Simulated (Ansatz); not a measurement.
# H on Rh(111): change of the work function, part 4 of 4

Wanted: Δφ(θ) for H/Rh(111), starting from the fcc site.

Ansatz 0.2.0; plane-wave DFT, PBE, Ansatz PAW.

So far, work function, upper face (eV): step 2 (the clean slab) 5.17; step 3 (37 atoms, coverage 0.111 ML, cell 3x3) 5.19; step 4 (17 atoms, coverage 0.25 ML, cell 2x2) 5.20; step 5 (18 atoms, coverage 0.5 ML, cell 2x2) 5.21.

**6. Adsorbate added, k-mesh 12×12×1, coverage 1 ML**

System of this step: HRh4 (H/Rh(111)). The cell holds 5 atoms: 4 Rh and 1 H. Cell: a = 2.687 Å, b = 2.687 Å, c = 25.450 Å, α = 90.0°, β = 90.0°, γ = 60.0°. Vacuum lies along c.

Another coverage, to see how the dipoles act on each other as their distance changes.

input.yaml reads:

```yaml
crystal:
  lattice:
    - [2.6870057685, 0.0, 0.0]
    - [1.3435028843, 2.3270152556, 0.0]
    - [0.0, 0.0, 25.4504523279]
  atoms:
    - { symbol: Rh, position: [0.0, 0.0, 0.3536282925] }
    - { symbol: Rh, position: [0.3333333333, 0.3333333333, 0.4398323015] }
    - { symbol: Rh, position: [0.6666666667, 0.6666666667, 0.5258880227] }
    - { symbol: Rh, position: [0.0, 0.0, 0.6119266672] }
    - { symbol: H, position: [0.3333333333, 0.3333333333, 0.6463717075] }
kpoints:
  mp_grid: { grid: [12, 12, 1] }
hamiltonian:
  xc: pbe
scf:
  occupations: { method: fermi_dirac, width: 0.1 }
  convergence: { dr2_threshold: 1.0e-08 }
efield:
  axis: 3
  dipole_correction: true
  ramp_position: 0.97
  ramp_width: 0.06
relax:
  f_tol: 0.02
  max_steps: 60
  constraints: [{ sites: [0, 1] }]
output:
  write_potential: true
  write_density: true
  volumetric_format: npy
```

Launch:

```bash
$ ansatz run input.yaml --threads 4 --pin off --max-ram 16384MiB --backend cpu --events-out ev --progress --plain --runs-dir out
```

What it wrote:

```text
[...]
Crystal: 5 atoms, lattice volume = 159.134 Å³
Basis set: ecut = 420 eV, 3175 PW (Γ), exchange–correlation on 36×36×360 points (8 copies of the dense FFT grid, shifted against one another)
Bands: 42, of which v1, the nominal top of the filled ones, is band 35 counted from 1 (34 counted from 0)
Symmetry: 6 space group operations
[...]
F+E_penalty+E_count = -25626.42016367 eV   max|allowed force component| = 7.936e-3 eV/Å
  atoms:
    - { symbol: Rh, position: [-1.480297e-17, -1.480297e-17, 0.3536282925] }
    - { symbol: Rh, position: [0.333333, 0.333333, 0.439832] }
    - { symbol: Rh, position: [0.666667, 0.666667, 0.526183] }
    - { symbol: Rh, position: [-1.480297e-17, -1.480297e-17, 0.614689] }
    - { symbol: H, position: [0.333333, 0.333333, 0.653104] }
[key lines of the parts left out:]
SCF converged after 7 iterations
Free energy (F): -25626.420164 eV
Fermi energy:    4.492045 eV
Dipole field:    D = 0.000079 V/Å  (p = 0.000070 e·Å, saw-weighted, corrected)
Work function:   Φ+ = 5.1609 eV   Φ− = 5.1629 eV
```

Run time: 14 s. Hardware: 4 threads of Arm Neoverse V1, shared host; peak memory 0.47 GiB.

Relaxation path:

```csv
step,energy less that of the first step (eV),largest force component (eV/Å)
1,0.0000,0.5918
2,-0.0432,0.2330
3,-0.0471,0.0291
4,-0.0472,0.0079
```

Forces are held to the 6 operations that the program found; a distortion that breaks them can't arise in this run.

The atoms that moved most (Å):

```csv
atom,dx,dy,dz,length
H5,0.000,0.000,0.171,0.171
Rh4,0.000,0.000,0.070,0.070
Rh3,0.000,0.000,0.007,0.007
```

Final coordinates:

```
Rh H
1.0
     2.68701    0.00000    0.00000
     1.34350    2.32702    0.00000
     0.00000    0.00000   25.45045
Rh H
4 1
Direct
  0.00000 0.00000 0.35363
  0.33333 0.33333 0.43983
  0.66667 0.66667 0.52618
  0.00000 0.00000 0.61469
  0.33333 0.33333 0.65310
```

Running mean over 2.194 Å of the planar mean; the ramp of the sawtooth is left out. The electron's electrostatic potential energy less the Fermi level by z:

z (Å), electron's electrostatic potential energy less the Fermi level (eV) and a bar from the least value:
```
      3.0        5.2 ##############################
      3.5        5.2 ##############################
      4.0        5.2 ##############################
      4.5        5.2 ##############################
      5.0        5.2 ##############################
      5.5        5.1 ##############################
      6.0        5.1 ##############################
      6.5        4.9 ##############################
      7.0        4.2 ############################
      7.5        1.0 #######################
      8.0       -5.6 #############
      8.5      -11.0 ####
      9.0      -12.7 #
      9.5      -13.0 #
     10.0      -13.1 #
     10.5      -13.1 #
     11.0      -13.2 
     11.5      -13.2 
     12.0      -13.2 
     12.5      -13.2 
     13.0      -13.2 
     13.5      -13.1 #
     14.0      -12.7 #
     14.5      -12.3 ##
     15.0      -12.7 #
     15.5      -13.5 
     16.0      -13.2 
     16.5       -8.9 #######
     17.0       -2.1 ##################
     17.5        2.6 ##########################
     18.0        4.5 #############################
     18.5        5.0 ##############################
     19.0        5.1 ##############################
     19.5        5.2 ##############################
     20.0        5.2 ##############################
     20.5        5.2 ##############################
     21.0        5.2 ##############################
     21.5        5.2 ##############################
     22.0        5.2 ##############################
```

The relaxation took 4 steps and lowered the energy by 0.047 eV; the largest force on the free atoms ends at 0.0079 eV/Å.

The covered face has 5.16 eV, -0.01 eV against the clean one; the bare back face has moved by -0.01 eV, a measure of how thin the slab is.

**7. Work function against coverage**

This step: plane-wave DFT, PBE, Ansatz PAW; work function against coverage (Ansatz 0.2.0).

The runs are now put side by side.

This step gave:

```yaml
work_function_of_the_clean_face: 5.167 eV
largest_change_of_the_work_function: 0.04587 eV
```

Table of work function of the covered face by coverage:

```csv
coverage (adsorbates/nm²),work function of the covered face (eV)
0.00,5.17
1.78,5.19
4.00,5.20
8.00,5.21
15.99,5.16
```

The dipole per adsorbate comes from the change of the cell's dipole. Coverage, by row:

```csv
coverage (1/nm²),coverage (ML),work function (eV),change (eV),"dipole per adsorbate, positive end outwards (debye)",mean height of the added atoms over the highest substrate atom (Å)
1.777,0.1111,5.194,0.02642,-0.032,0.9736
3.998,0.25,5.203,0.03519,-0.024,0.9757
7.997,0.5,5.213,0.04587,-0.016,0.9649
15.99,1,5.161,-0.006501,0,0.9777
```

**8. What came out**

| Item | Value |
| --- | --- |
| work function of the clean face | 5.17 eV |
| work function at 0.11 ML | 5.19 eV |
| work function at 0.25 ML | 5.20 eV |
| work function at 0.5 ML | 5.21 eV |
| work function at 1 ML | 5.16 eV |
| dipole per adsorbate at 0.11 ML, positive end outwards | -0.03 D |

**Reading.** H changes the work function of Rh(111) by less than 0.15 eV at every coverage run, which is within the error of so thin a slab. The slab has 4 layers, at the tabulated experimental lattice constant, one starting site was run, and quantum-size effects of a slab this thin can reach one or two tenths of an eV.

[Long decimals in the printed logs are rounded to 6 places.]

[Logs are printed without paths, hosts, clocks, repeated set-up lines and the standing remarks that a program may print on its own settings, such as how far it seeks lower states.]

[Hosts, paths, dates, database ids (printed as entryN), source tags and the programs' standing remarks are cut or masked in the printed files.]

[Maps of the electrostatic potential energy from Ansatz leave out the sawtooth potential of an applied field or a dipole correction, so their vacuum need not be flat; planar profiles and work functions include it.]
